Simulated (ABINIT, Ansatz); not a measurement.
# A GW chain in ABINIT: GaCuSe2 (I-42d), part 3 of 3

Aim: the G0W0 gap of GaCuSe2 (I-42d) on PBE, step by step.

ABINIT 10.8.3; PBE and many-body steps on it, plane waves. Known limits of the many-body steps: not at the basis limit; screening runs away on this mesh; d shell near the gap, gap tends to lie low; no spin-orbit coupling; coarse k mesh.

So far. Step 4 (Empty states on the mesh, 2×2×2 mesh, 406 bands): On this mesh the gap is 0.224 eV. Step 5 (Screening, 2×2×2 mesh, 203 bands, screening to 114.3 eV): Local fields lower ε∞ by 9 %. The value itself is an artefact of the mesh, where one narrow direct gap carries too much weight.

In doubt: a PseudoDojo file used here is known to give poor structures and forces, which bears on pressures, cells, forces and phonons.

## 6. Self-energy, 2×2×2 mesh, 203 bands, screening to 114.3 eV

The self-energy is evaluated for the states that the input lists, and the levels follow from it, in one-shot runs by the linearised quasiparticle equation.

This step: G0W0 on PBE, plane waves, norm-conserving pseudopotentials.

run.abi reads:

```
acell 3*1.0 Angstrom
rprim 
  -2.809550000000 2.809550000000 5.513000000000
  2.809550000000 -2.809550000000 5.513000000000
  2.809550000000 2.809550000000 -5.513000000000
ntypat 3
znucl 31 29 34
natom 8
typat 1 1 2 2 3 3 3 3
xred 
  0.500000000000 0.500000000000 0.000000000000
  0.250000000000 0.750000000000 0.500000000000
  0.000000000000 0.000000000000 0.000000000000
  0.750000000000 0.250000000000 0.500000000000
  0.375000000000 0.375620000000 0.500620000000
  0.624380000000 0.125000000000 0.999380000000
  0.875000000000 0.874380000000 0.499380000000
  0.125620000000 0.625000000000 0.000620000000
pp_dirpath "pseudos"
pseudos "Ga.upf, Cu.upf, Se.upf"
ecut 50
ngkpt 2 2 2
nshiftk 1
shiftk 0 0 0
kptopt 1
chksymbreak 0
istwfk *1
occopt 1
irdwfk 1
optdriver 4
nband 203
gwcalctyp 0
ecutsigx 50
symsigma 1
nkptgw 1
kptgw 
  0.0000000000 0.0000000000 0.0000000000
bdgw 
  86 90
ecuteps 4.2
irdscr 1
ppmodel 1
indata_prefix "in"
outdata_prefix "out"
tmpdata_prefix "tmp"
gwmem 00
```

Launch:

```
> OMP_NUM_THREADS=1 mpirun -n 16 abinit run.abi > log
```

Numbers of over 12 decimals in the logs are rounded to 6 here.

The program printed:

```text
.Version 10.8.3 of ABINIT. v10.8.2 released Aug 2026.

 Symmetries : space group I-4 2 d (#122); Bravais tI (body-center tetrag.)
[... echo of the input left out ...]
== DATASET  1 ==================================================================
-   mpi_nproc: 16, omp_nthreads: 1 (-1 if OMP is not activated)

--- !DatasetInfo
iteration_state: {dtset: 1, }
dimensions: {natom: 8, nkpt: 4, mband: 203, nsppol: 1, nspinor: 1, nspden: 1, mpw: 19844, }
cutoff_energies: {ecut:  50.0, pawecutdg:  -1.0, }
electrons: {nelect:   1.76000000E+02, charge:   0.00000000E+00, occopt:   1.00000000E+00, tsmear:   1.00000000E-02, }

 SIGMA: Calculation of the GW corrections

 Based on a program developped by R.W. Godby, V. Olevano, G. Onida, and L. Reining.
 Incorporated in ABINIT by V. Olevano, G.-M. Rignanese, and M. Torrent.
.Using double precision arithmetic ; gwpc =  8

[... cell and pseudopotentials left out ...]
--------------------------------------------------------------------------------

 ==== K-mesh for the wavefunctions ====
 Number of points in the irreducible wedge :     4
[... list of points left out ...]
 Together with  8 symmetry operations and time-reversal symmetry
 yields     8 points in the full Brillouin Zone.

 ==== Q-mesh for screening function ====
 Number of points in the irreducible wedge :     4
[... list of points left out ...]
 Together with  8 symmetry operations and time-reversal symmetry
 yields     8 points in the full Brillouin Zone.

 vcoul_init : cutoff-mode = AUXILIARY_FUNCTION
 q-points for optical limit:   1
     1)      0.000010    0.000020    0.000030
 setmesh: FFT mesh size selected  =   180x  180x  180
          total number of points  =      5832000

 Number of electrons calculated from density =  176.0000; Expected =  176.0000
 average of density, n =  0.149829
 r_s =    1.1680
 omega_plasma =   37.3382 [eV]

 === KS Band Gaps ===
  >>>> For spin  1
   Minimum direct gap =   0.2244 [eV], located at k-point      :   0.0000  0.0000  0.0000
   Fundamental gap    =   0.2244 [eV], Top of valence bands at :   0.0000  0.0000  0.0000
                                       Bottom of conduction at :   0.0000  0.0000  0.0000
 SIGMA fundamental parameters:
 PLASMON POLE MODEL  1
 number of plane-waves for SigmaX                19805
 number of plane-waves for SigmaC and W            461
 number of plane-waves for wavefunctions         19805
 number of bands                                   203
 number of independent spin polarizations            1
 number of spinorial components                      1
 number of k-points in IBZ                           4
 number of q-points in IBZ                           4
 number of symmetry operations                       8
 number of k-points in BZ                            8
 number of q-points in BZ                            8
 number of frequencies for dSigma/dE                 9
 frequency step for dSigma/dE [eV]                0.25
 number of omega for Sigma on real axis              0
 max omega for Sigma on real axis  [eV]           0.00
 zcut for avoiding poles [eV]                     0.10

 EPSILON^-1 parameters (SCR file):
 dimension of the eps^-1 matrix on file            461
 dimension of the eps^-1 matrix used               461
 number of plane-waves for wavefunctions         19805
 number of bands                                   203
 number of q-points in IBZ                           4
 number of frequencies                               2
 number of real frequencies                          1
 number of imag frequencies                          1

 matrix elements of self-energy operator (all in [eV])

 Perturbative Calculation

--- !SelfEnergy_ee
iteration_state: {dtset: 1, }
kpoint     : [   0.000,    0.000,    0.000, ]
spin       : 1
KS_gap     :    0.224
QP_gap     :    0.597
Delta_QP_KS:    0.373
data: !SigmaeeData |
     Band     E0 <VxcDFT>   SigX SigC(E0)      Z dSigC/dE  Sig(E)    E-E0       E
       86   5.675 -23.582 -27.497   4.501   0.758  -0.319 -23.137   0.445   6.120
       87   5.675 -23.582 -27.497   4.501   0.758  -0.319 -23.137   0.445   6.120
       88   5.803 -23.857 -27.887   4.621   0.757  -0.321 -23.409   0.447   6.250
       89   6.027 -13.773  -9.748  -3.016   0.813  -0.230 -12.953   0.820   6.848
       90   7.704 -11.977  -8.460  -2.944   0.815  -0.227 -11.511   0.466   8.171

== END DATASET(S) ==============================================================
================================================================================

 -outvars: echo values of variables after computation  --------
           etotal      0.0000000000E+00
            nband         203
             nkpt           4
          spgroup         122
 [... the other variables as echoed above ...]

 Calculation completed.
```

The job ended after 61 s (16 MPI ranks of Arm Neoverse V1, shared host; peak memory 20 GiB).

This step gave:

```
G0W0 gap on the points computed              : 0.5980 eV
starting gap on the mesh                     : 0.2242 eV
k of the valence top                         : 0, 0, 0
k of the conduction bottom                   : 0, 0, 0
Z at the valence top                         : 0.757
Z at the conduction bottom                   : 0.813
least direct G0W0 gap on the computed points : 0.5980 eV
```

The gap on the mesh goes from 0.22 eV to 0.60 eV, a correction of +0.37 eV.

Limits: finite bands, cutoff and mesh; d shell near the gap, gap tends to lie low; no spin-orbit coupling; coarse k mesh. v1 is the top filled band, c1 the lowest empty one. Levels before and after the correction, in eV, zero at the valence-band top of each column:

|  | conduction bottom | valence top |
| --- | --- | --- |
| Kohn-Sham | 0.22 | 0.00 |
| G0W0 | 0.60 | 0.00 |

|  | level | energy (eV) |
| --- | --- | --- |
| Kohn-Sham | Γ v3-v2 | -0.128 |
| Kohn-Sham | Γ v1 | 0.000 |
| Kohn-Sham | Γ c1 | 0.224 |
| Kohn-Sham | Γ c2 | 1.901 |
| G0W0 | Γ v3-v2 | -0.130 |
| G0W0 | Γ v1 | 0.000 |
| G0W0 | Γ c1 | 0.598 |
| G0W0 | Γ c2 | 1.921 |

## 7. Where the time went

Times are wall times on the hardware named with each run, good to a factor of about two.

| step | time | share | memory (GiB) |
| --- | --- | --- | --- |
| ground state | 6.4 min | 15 % | 4.2 |
| bands along the symmetry lines | 4.1 min | 10 % | 3.5 |
| empty states on the mesh | 4.9 min | 12 % | 1.2 |
| screening | 25 min | 60 % | 10 |
| self-energy | 61 s | 2 % | 20 |

## 8. Results

| Property | Result |
| --- | --- |
| PBE gap | 0.22 eV, direct |
| G0W0 gap on the mesh | 0.60 eV |
| GW settings | 2×2×2 mesh, 203 bands, screening to 114.3 eV, Godby-Needs plasmon pole |
| known limits | not at the basis limit; screening runs away on this mesh; d shell near the gap, gap tends to lie low; no spin-orbit coupling; coarse k mesh |

**Reading.** G0W0 moves the gap on the mesh from 0.22 eV to 0.60 eV (+0.37 eV), with Z of 0.76 and 0.81 at the edges. Local fields lower the RPA ε∞ on this mesh from 373.77 to 338.82; a Γ-centred mesh this coarse tends to raise both, most where the direct gap is narrow, while a short band sum lowers them. Only 1 of the mesh's irreducible points was corrected, so a valley elsewhere could overtake. The dearest step here is «screening». Against experiment, by G0W0@PBE: the gap of 0.60 eV lies −1.12 eV from the measured 1.72 eV (transport, 2018); the gap of 0.60 eV lies −1.10 eV from the measured 1.7 eV (transport, 2018). The calculation has static nuclei and no excitons; a measured gap holds zero-point and thermal motion, which mostly lowers it. Bands and cutoff are finite, so the gap is not at the basis limit. The miss can reach some tenths of an eV and take either sign; the mesh is an error of its own. In the G0W0 run levels were corrected at 1 k point alone, so a gap called «on the mesh» is the least over those, and an edge elsewhere would be missed. The 2×2×2 mesh is coarse for this cell, which bears on the long-range parts of exchange and screening. On this mesh the RPA ε∞ passes 90, more than nearly any semiconductor shows; a coarse mesh does this where one point with a narrow direct gap carries much weight. The screening is then too strong, and the G0W0 gap should not be taken as the material's. A d shell, filled or nearly so, lies near the gap. One-shot GW converges very slowly in bands there, not always from below, and on a semilocal start the gap tends to come out low; starts rich in exact exchange can overshoot instead. The many-body steps are scalar-relativistic: spin-orbit coupling is not in them.

[Paths, hosts, dates, memory and timing lines, banners, echoed tables and standing remarks are left out of the program output.]

[Logs are printed without paths, hosts, clocks, repeated set-up lines and the standing remarks that a program may print on its own settings, such as how far it seeks lower states.]

[Runs of the session that timed out or met a known fault of the program may be left out.]

[Hosts, paths, dates, database ids (printed as entryN), source tags and the programs' standing remarks are cut or masked in the printed files.]

[G0W0 gaps are taken among the corrected bands and points alone; a level outside them can change the order at an edge.]

[Where Ansatz stands beside ABINIT at settings called matched, ABINIT's density can come from a denser mesh and the files from another edition; pairs whose starting gaps differed by over 0.03 eV were left out, so agreement reads better than it is.]
